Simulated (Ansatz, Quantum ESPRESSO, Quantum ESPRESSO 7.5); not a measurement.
## Evanescent states of C, diamond type, lattice constant set to 3.57 Å

Aim: how fast states decay in the gap of C, diamond type, lattice constant set to 3.57 Å.

Program: Quantum ESPRESSO 7.5. Level of theory: plane-wave DFT, PBE, GBRV ultrasoft pseudopotentials (cross-check by Ansatz 0.2.0 with PAW datasets). Results are calculated unless marked as measured.

Report form: the programs' logs are mostly left out.

## Step 1: Set-up

Symmetry: Fd-3m, No. 227, cubic system. The conventional cell has a = 3.570 Å, b = 3.570 Å, c = 3.570 Å, α = 90.00°, β = 90.00°, γ = 90.00°. C has 4 C at 1.55 Å nearest.

As a file:

```cif
data_structure
_symmetry_space_group_name_H-M 'P 1'
_symmetry_Int_Tables_number 1
_cell_length_a 2.5244
_cell_length_b 2.5244
_cell_length_c 3.5700
_cell_angle_alpha 90.000
_cell_angle_beta 90.000
_cell_angle_gamma 90.000
_cell_volume 22.75
loop_
_atom_site_label
_atom_site_type_symbol
_atom_site_fract_x
_atom_site_fract_y
_atom_site_fract_z
_atom_site_occupancy
C1 C 0.00000 0.00000 0.00000 1
C2 C 0.50000 0.00000 0.25000 1
C3 C 0.50000 0.50000 0.50000 1
C4 C 0.00000 0.50000 0.75000 1
```

## Step 2: SCF with pw.x

pwcond needs a cell whose third axis lies along the current and stands perpendicular to the other two.

Input file scf.in:

```
&control
  prefix = 'scf'
  outdir = './out'
  pseudo_dir = './pseudo'
  calculation = 'scf'
  tprnfor = .true.
/
&system
  ibrav = 0
  nat = 4
  ntyp = 1
  ecutwfc = 40
  ecutrho = 200
  occupations = 'fixed'
  nbnd = 12
/
&electrons
  conv_thr = 1e-09
  mixing_beta = 0.6
  electron_maxstep = 120
/
ATOMIC_SPECIES
  C   12.0110  c_pbe_v1.2.uspp.F.UPF
CELL_PARAMETERS angstrom
  2.52437120883597 0.00000000000000 0.00000000000000
  0.00000000000000 2.52437120883597 0.00000000000000
  0.00000000000000 0.00000000000000 3.57000000000000
ATOMIC_POSITIONS crystal
  C   0.000000000000 0.000000000000 0.000000000000
  C   0.500000000000 0.000000000000 0.250000000000
  C   0.500000000000 0.500000000000 0.500000000000
  C   0.000000000000 0.500000000000 0.750000000000
K_POINTS automatic
  10 10 8 0 0 0
```

Started as:

```console
$ OMP_NUM_THREADS=1 mpirun -n 2 pw.x -nk 2 -in scf.in > scf.out
```

Elapsed: 14 s, on 2 MPI ranks of Arm Neoverse N1, shared host; peak memory 0.11 GiB; 16 s of CPU time.

Numbers from this step:

```
free energy                          : -624.8067 eV
valence top, on the run's zero       : 13.30 eV
conduction bottom, on the run's zero : 17.44 eV
gap by band count                    : 4.145 eV
```

The run needed 7 iterations to bring the estimated error under 1e-09 Ry.

## Step 3: Complex bands with pwcond.x

ikind = 0 solves one period of the crystal for all kz, real and complex, at each energy and k across. ewind and epsproj trim the two-dimensional plane-wave basis; nz1 sets the subslabs.

Input file cbs.in:

```
&inputcond
  outdir = './out'
  prefixl = 'scf'
  band_file = 'cbs'
  ikind = 0
  ewind = 4.0
  epsproj = 1e-05
  nz1 = 7
  energy0 = 4.48
  denergy = -0.16
/
4
  0.00000000 0.00000000 1.00000000
  0.50000000 0.00000000 1.00000000
  0.50000000 0.50000000 1.00000000
  0.25000000 0.00000000 1.00000000
41
```

Started as:

```console
$ OMP_NUM_THREADS=1 mpirun -n 2 pwcond.x -in cbs.in > cbs.out
```

Elapsed: 59 s, on 2 MPI ranks; peak memory 0.09 GiB; 88 s of CPU time.

This step gave:

| Quantity | Value |
| --- | --- |
| peak of the smallest κ at the zone centre | 0.311 Å⁻¹ |
| energy of the peak at the zone centre | 2.56 eV |

K across = (0, 0) in the cell's reciprocal vectors; values within 0.0025 1/Å of each other count once, columns are sorted by size at each energy, a dash where no further value was kept. Table of Im kz of the slowest decaying states by energy, zero at the highest filled level of the SCF mesh:

```tsv
energy (eV)	decay 1 (Å⁻¹)	decay 2 (Å⁻¹)	decay 3 (Å⁻¹)
-1.92	1.51	2.37	2.75
-1.60	1.47	2.35	2.73
-1.28	1.43	2.33	2.71
-0.96	1.38	2.31	2.70
-0.64	1.34	2.30	2.68
-0.32	1.29	2.28	2.67
-0.16	1.27	2.27	2.66
0.00	0.004	0.034	1.25
0.16	0.109	0.15	1.23
0.48	0.182	0.253	1.18
0.80	0.226	0.322	1.13
1.12	0.256	0.376	1.07
1.44	0.278	0.42	1.02
1.76	0.294	0.459	0.959
2.08	0.304	0.492	0.896
2.40	0.31	0.521	0.827
2.72	0.311	0.547	0.751
2.88	0.31	0.559	0.71
3.20	0.306	0.581	0.617
3.52	0.297	0.505	0.6
3.84	0.284	0.354	0.617
4.16	0.266	0.632	2.02
4.48	0.242	0.646	2.00
```

K across = (0, 0) in the cell's reciprocal vectors. Table of Re kz of states that move upwards by energy, zero at the highest filled level of the SCF mesh:

```tsv
energy (eV)	channel 1 (Å⁻¹)	channel 2 (Å⁻¹)	channel 3 (Å⁻¹)
-1.92	-0.538	-0.475	-0.475
-1.60	-0.487	-0.419	-0.419
-1.28	-0.431	-0.363	-0.362
-0.96	-0.369	-0.304	-0.303
-0.64	-0.298	-0.240	-0.239
-0.32	-0.207	-0.164	-0.163
-0.16	-0.144	-0.114	-0.113
0.00	-0.0114	-	-
0.16	-	-	-
0.48	-	-	-
0.80	-	-	-
1.12	-	-	-
1.44	-	-	-
1.76	-	-	-
2.08	-	-	-
2.40	-	-	-
2.72	-	-	-
2.88	-	-	-
3.20	-	-	-
3.52	-	-	-
3.84	-	-	-
4.16	-0.387	0.586	-
4.48	-0.855	-0.122	-
```

K across = (1/2, 0) in the cell's reciprocal vectors; values within 0.0025 1/Å of each other count once, columns are sorted by size at each energy, a dash where no further value was kept. The Im kz of the slowest decaying states by energy, zero at the highest filled level of the SCF mesh:

```tsv
energy (eV)	decay 1 (Å⁻¹)	decay 2 (Å⁻¹)	decay 3 (Å⁻¹)
-1.92	0.275	0.756	1.95
-1.60	0.317	0.814	1.92
-1.28	0.351	0.854	1.88
-0.96	0.38	0.882	1.85
-0.64	0.406	0.903	1.82
-0.32	0.428	0.917	1.78
-0.16	0.438	0.923	1.77
0.00	0.447	0.927	1.75
0.16	0.455	0.93	-
0.48	0.471	0.935	1.70
0.80	0.485	0.936	1.66
1.12	0.497	0.934	1.62
1.44	0.507	0.93	1.59
1.76	0.516	0.924	1.55
2.08	0.523	0.916	1.51
2.40	0.528	0.907	1.47
2.72	0.532	0.895	1.43
2.88	0.533	0.889	1.41
3.20	0.535	0.875	1.37
3.52	0.535	0.859	1.33
3.84	0.533	0.841	1.28
4.16	0.53	0.822	1.24
4.48	0.525	0.801	1.19
```

K across = (1/2, 1/2) in the cell's reciprocal vectors; values within 0.0025 1/Å of each other count once, columns are sorted by size at each energy, a dash where no further value was kept. Im kz of the slowest decaying states against energy, zero at the highest filled level of the SCF mesh:

```tsv
energy (eV)	decay 1 (Å⁻¹)	decay 2 (Å⁻¹)	decay 3 (Å⁻¹)
-1.92	0.524	2.91	3.16
-1.76	0.525	2.91	3.15
-1.44	0.525	2.89	3.14
-1.28	0.524	2.88	3.14
-0.96	0.522	2.87	3.12
-0.80	0.521	2.86	3.12
-0.64	0.519	2.85	3.11
-0.32	0.513	2.84	3.10
-0.16	0.51	2.83	3.10
0.00	0.507	2.82	3.09
0.32	0.498	2.80	3.08
0.48	0.493	2.80	3.07
0.80	0.483	2.78	3.06
0.96	0.477	2.77	3.05
1.12	0.47	2.76	3.05
1.44	0.456	2.75	3.03
1.60	0.448	2.74	3.03
1.76	0.44	2.73	3.02
2.08	0.422	2.71	3.01
2.24	0.412	2.70	3.00
2.56	0.39	2.69	2.99
2.72	0.378	2.68	2.98
2.88	0.365	2.67	2.98
3.20	0.337	2.65	2.96
3.36	0.321	2.64	2.96
3.52	0.304	2.64	2.95
3.84	0.266	2.62	2.94
4.00	0.243	2.61	2.93
4.32	0.188	2.59	2.92
4.48	0.152	2.58	2.91
```

K across = (1/4, 0) in the cell's reciprocal vectors; values within 0.0025 1/Å of each other count once, columns are sorted by size at each energy, a dash where no further value was kept. Table of Im kz of the slowest decaying states by energy, zero at the highest filled level of the SCF mesh:

```tsv
energy (eV)	decay 1 (Å⁻¹)	decay 2 (Å⁻¹)	decay 3 (Å⁻¹)
-1.92	1.66	1.84	2.26
-1.76	1.64	1.82	2.25
-1.44	0.168	1.60	1.80
-1.28	0.208	1.58	1.79
-0.96	0.267	1.55	1.77
-0.80	0.291	1.53	1.75
-0.64	0.138	0.312	1.51
-0.32	0.258	0.349	1.47
-0.16	0.298	0.365	1.45
0.00	0.33	0.379	1.43
0.32	0.383	0.405	1.39
0.48	0.404	0.417	1.37
0.80	0.438	1.33	1.63
0.96	0.447	0.455	1.31
1.12	0.455	0.469	1.29
1.44	0.47	0.492	1.25
1.60	0.477	0.501	1.22
1.76	0.483	0.51	1.20
2.08	0.494	0.523	1.16
2.24	0.498	0.528	1.13
2.56	0.505	0.536	1.08
2.72	0.508	0.538	1.06
2.88	0.51	0.539	1.03
3.20	0.514	0.539	0.975
3.36	0.515	0.538	0.946
3.52	0.515	0.536	0.916
3.84	0.515	0.528	0.852
4.00	0.514	0.523	0.818
4.32	0.508	0.744	1.35
4.48	0.5	0.507	0.703
```

## Step 4: Complex bands with pwcond.x, with ewind = 6.0 and epsproj = 1e-07

A sensitivity test on the input.

cbs.w.in, as its differences from the input of step 3:

```diff
@@ -3,6 +3,6 @@
   prefixl = 'scf'
-  band_file = 'cbs'
+  band_file = 'cbs.w'
   ikind = 0
-  ewind = 4.0
-  epsproj = 1e-05
+  ewind = 6.0
+  epsproj = 1e-07
   nz1 = 7
```

Started as:

```console
$ OMP_NUM_THREADS=1 mpirun -n 2 pwcond.x -in cbs.w.in > cbs.w.out
```

It took 86 s on 2 MPI ranks; peak memory 0.09 GiB; 2 min of CPU time.

Beside the run it was changed from:

```tsv
quantity	this run	unchanged run	difference
peak of the smallest κ at the zone centre (Å⁻¹)	0.311	0.311	0
wall time (s)	86	59
```

The physical values in this table stay within 0.05 %.

## Step 5: The same in Ansatz

A second code with its own PAW datasets, on the same atoms.

Level of this step: plane-wave DFT, PBE, Ansatz PAW (Ansatz 0.2.0).

Input file input.yaml:

```yaml
crystal:
  lattice:
    - [2.5243712088, 0.0, 0.0]
    - [0.0, 2.5243712088, 0.0]
    - [0.0, 0.0, 3.57]
  atoms:
    - { symbol: C, position: [0.0, 0.0, 0.0] }
    - { symbol: C, position: [0.5, 0.0, 0.25] }
    - { symbol: C, position: [0.5, 0.5, 0.5] }
    - { symbol: C, position: [0.0, 0.5, 0.75] }
kpoints:
  mp_grid: { grid: [10, 10, 8] }
hamiltonian:
  xc: pbe
scf:
  occupations: { method: fixed }
  convergence: { dr2_threshold: 1.0e-09 }
output:
  transmission:
    leads: [[0, 0]]
    kpoints: [[0, 0], [0.5, 0], [0.5, 0.5], [0.25, 0]]
    e_range: [-1.92, 4.48]
    de: 0.16
```

Started as:

```console
$ ansatz run input.yaml --threads 2 --pin off --max-ram 4096MiB --backend cpu --events-out ev --progress --plain --runs-dir out
```

It took 9.4 s on 2 threads; peak memory 0.27 GiB.

Read from the output:

- free energy: -1003.2315 eV
- gap by band count: 4.134 eV
- symmetry operations: 32
- slowest decay at the grid energy nearest mid-gap: 0.3044 Å⁻¹
- peak of the smallest κ at the zone centre: 0.3113 Å⁻¹
- energy of the peak at the zone centre: 2.72 eV
- valence top, on the run's zero: 13.27 eV

K across = (0, 0) in the cell's reciprocal vectors; values within 0.0025 1/Å of each other count once, columns are sorted by size at each energy, a dash where no further value was kept. Im kz of the slowest decaying states against energy, zero at the highest filled level of the SCF mesh:

```tsv
energy (eV)	decay 1 (Å⁻¹)	decay 2 (Å⁻¹)	decay 3 (Å⁻¹)
-1.92	-	-	-
-1.76	1.49	-	-
-1.44	1.44	-	-
-1.28	1.42	-	-
-0.96	1.38	-	-
-0.80	1.36	-	-
-0.64	1.34	-	-
-0.32	1.29	-	-
-0.16	1.27	-	-
0.00	0.0168	0.0256	1.25
0.32	0.153	0.207	1.20
0.48	0.183	0.251	1.18
0.80	0.227	0.320	1.13
0.96	0.243	0.348	1.10
1.12	0.257	0.374	1.07
1.44	0.279	0.419	1.02
1.60	0.287	0.438	0.987
1.76	0.294	0.457	0.957
2.08	0.304	0.490	0.893
2.24	0.308	0.505	0.860
2.56	0.311	0.533	0.787
2.72	0.311	0.545	0.748
2.88	0.310	0.557	0.707
3.20	0.306	0.579	0.614
3.36	0.302	0.560	0.589
3.52	0.297	0.501	0.598
3.84	0.284	0.348	0.615
4.00	0.234	0.276	0.623
4.32	0.255	0.637	-
4.48	0.242	0.643	-
```

K across = (0, 0) in the cell's reciprocal vectors. Re kz of states that move upwards against energy, zero at the highest filled level of the SCF mesh:

```tsv
energy (eV)	channel 1 (Å⁻¹)	channel 2 (Å⁻¹)	channel 3 (Å⁻¹)
-1.92	-0.538	-0.474	-0.474
-1.76	-0.513	-0.446	-0.446
-1.44	-0.459	-0.390	-0.390
-1.28	-0.431	-0.362	-0.362
-0.96	-0.369	-0.303	-0.303
-0.80	-0.335	-0.272	-0.272
-0.64	-0.298	-0.239	-0.239
-0.32	-0.208	-0.162	-0.162
-0.16	-0.145	-0.112	-0.112
0.00	-	-	-
0.32	-	-	-
0.48	-	-	-
0.80	-	-	-
0.96	-	-	-
1.12	-	-	-
1.44	-	-	-
1.60	-	-	-
1.76	-	-	-
2.08	-	-	-
2.24	-	-	-
2.56	-	-	-
2.72	-	-	-
2.88	-	-	-
3.20	-	-	-
3.36	-	-	-
3.52	-	-	-
3.84	-	-	-
4.00	-	-	-
4.32	-0.209	0.788	-
4.48	-0.853	-0.117	-
```

K across = (1/2, 0) in the cell's reciprocal vectors; values within 0.0025 1/Å of each other count once, columns are sorted by size at each energy, a dash where no further value was kept. The Im kz of the slowest decaying states by energy, zero at the highest filled level of the SCF mesh:

```tsv
energy (eV)	decay 1 (Å⁻¹)	decay 2 (Å⁻¹)	decay 3 (Å⁻¹)
-1.92	0.275	0.758	-
-1.76	0.297	0.790	-
-1.44	0.334	0.838	-
-1.28	0.351	0.856	-
-0.96	0.380	0.884	-
-0.80	0.393	0.895	-
-0.64	0.405	0.905	-
-0.32	0.427	0.919	-
-0.16	0.437	0.924	-
0.00	0.446	0.929	-
0.32	0.463	0.934	-
0.48	0.471	0.936	-
0.80	0.485	0.937	-
0.96	0.491	0.936	-
1.12	0.496	0.935	-
1.44	0.506	0.932	-
1.60	0.511	0.929	-
1.76	0.515	0.926	-
2.08	0.522	0.918	-
2.24	0.525	0.913	1.49
2.56	0.529	0.902	1.45
2.72	0.531	0.896	1.43
2.88	0.532	0.890	1.41
3.20	0.534	0.876	1.37
3.36	0.534	0.868	1.34
3.52	0.534	0.860	1.32
3.84	0.532	0.843	1.28
4.00	0.530	0.833	1.25
4.32	0.526	0.813	1.21
4.48	0.523	0.802	1.18
```

K across = (1/2, 1/2) in the cell's reciprocal vectors; values within 0.0025 1/Å of each other count once, columns are sorted by size at each energy, a dash where no further value was kept. The Im kz of the slowest decaying states by energy, zero at the highest filled level of the SCF mesh:

```tsv
energy (eV)	Im kz of the slowest decaying states (Å⁻¹)
-1.92	0.524
-1.60	0.525
-1.28	0.524
-0.96	0.522
-0.64	0.518
-0.32	0.513
-0.16	0.510
0.00	0.506
0.16	0.502
0.48	0.493
0.80	0.482
1.12	0.470
1.44	0.455
1.76	0.439
2.08	0.421
2.40	0.400
2.72	0.377
2.88	0.364
3.20	0.336
3.52	0.303
3.84	0.264
4.16	0.216
4.48	0.149
```

K across = (1/4, 0) in the cell's reciprocal vectors; values within 0.0025 1/Å of each other count once, columns are sorted by size at each energy, a dash where no further value was kept. Im kz of the slowest decaying states against energy, zero at the highest filled level of the SCF mesh:

```tsv
energy (eV)	decay 1 (Å⁻¹)	decay 2 (Å⁻¹)	decay 3 (Å⁻¹)
-1.92	-	-	-
-1.76	-	-	-
-1.44	0.168	-	-
-1.28	0.207	-	-
-0.96	0.267	-	-
-0.80	0.290	-	-
-0.64	0.140	0.312	-
-0.32	0.259	0.348	1.47
-0.16	0.298	0.364	1.45
0.00	0.331	0.379	1.43
0.32	0.383	0.405	1.39
0.48	0.405	0.416	1.37
0.80	0.437	0.441	1.33
0.96	0.446	0.456	1.31
1.12	0.455	0.469	1.29
1.44	0.470	0.492	1.24
1.60	0.476	0.501	1.22
1.76	0.482	0.510	1.20
2.08	0.493	0.523	1.15
2.24	0.497	0.528	1.13
2.56	0.504	0.536	1.08
2.72	0.507	0.538	1.05
2.88	0.509	0.539	1.03
3.20	0.513	0.539	0.971
3.36	0.513	0.538	0.943
3.52	0.514	0.536	0.912
3.84	0.513	0.528	0.849
4.00	0.512	0.523	0.814
4.32	0.508	0.740	1.35
4.48	0.500	0.506	0.698
```

## Step 6: The arithmetic

T falls as exp(−2κd). With κ = 0.304 1/Å, 10 Å of barrier pass exp(−2 × 0.304 × 10) = 0.0023 of that channel, interfaces aside.

## Step 7: Summary of results

| Property | Result |
| --- | --- |
| gap on the SCF mesh | 4.14 eV |
| smallest κ at mid-gap among the four k points, at the zone centre | 0.304 Å⁻¹ |
| peak of the smallest κ in the stop band at the zone centre | 0.311 Å⁻¹ |
| energy of the peak at the zone centre, over the highest filled level | 2.56 eV |
| peak at the zone centre by Ansatz | 0.311 Å⁻¹ |

With a gap of 4.14 eV on the mesh, the smallest κ at mid-gap among the four k points, at the zone centre is 0.304 Å⁻¹ (PBE, GBRV ultrasoft). For a barrier with the Fermi level at mid-gap the slowest state found, at the zone centre, loses a factor of ten in probability every 3.8 Å or so. Stop bands away from the zone centre are mostly wider than the gap, so their peaks can lie above the conduction bottom. At the zone centre pwcond's peak is 0.311 and Ansatz's 0.311 1/Å, 0 % apart. The cell is the a/√2 one, turned by 45°, with two primitive cells, so X along [001] folds onto kz = 0. A semilocal gap is too small, often by a third to a half and by more in narrow-gap crystals, so real barriers decay faster.

[Logs are printed without paths, hosts, clocks, repeated set-up lines and the standing remarks that a program may print on its own settings, such as how far it seeks lower states.]

[Hosts, paths, dates, database ids (printed as entryN), source tags and the programs' standing remarks are cut or masked in the printed files.]

[Maps of the electrostatic potential energy from Ansatz leave out the sawtooth potential of an applied field or a dipole correction, so their vacuum need not be flat; planar profiles and work functions include it.]
